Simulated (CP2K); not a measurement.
The C K edge of thioanisole was computed by TDDFT (CP2K XAS_TDP, aug-cc-pVDZ, TDA) at these levels: PBE0, PBEh(45%) and PBEh(45%) + GW2X. The first three lines of C1 (bonded to S and 3 H) with a strength over 0.0015, energy in eV and strength:

| run | first | second | third |
| --- | --- | --- | --- |
| 1 | 289.92 (0.032) | 290.61 (0.017) | 291.15 (0.017) |
| 2 | 277.95 (0.004) | 278.47 (0.023) | 278.76 (0.007) |
| 3 | 284.00 (0.032) | 284.68 (0.017) | 285.22 (0.017) |

Which run is which?

Run 1: PBEh(45%) + GW2X (45 % exact exchange). Run 2: PBE0 (25 % exact exchange). Run 3: PBEh(45%) (45 % exact exchange). Self-interaction lifts the core level, so the uncorrected lines rise with the share of exact exchange. The GW2X run keeps the spacings of its parent: 0.69 eV between the first two lines in run 1, 0.68 eV in run 3. Its shift is +5.92 eV, since the Kohn–Sham level at this share of exchange lies that far above the quasiparticle level.

[Hosts, paths, dates, database ids (printed as entryN), source tags and the programs' standing remarks are cut or masked in the printed files.]
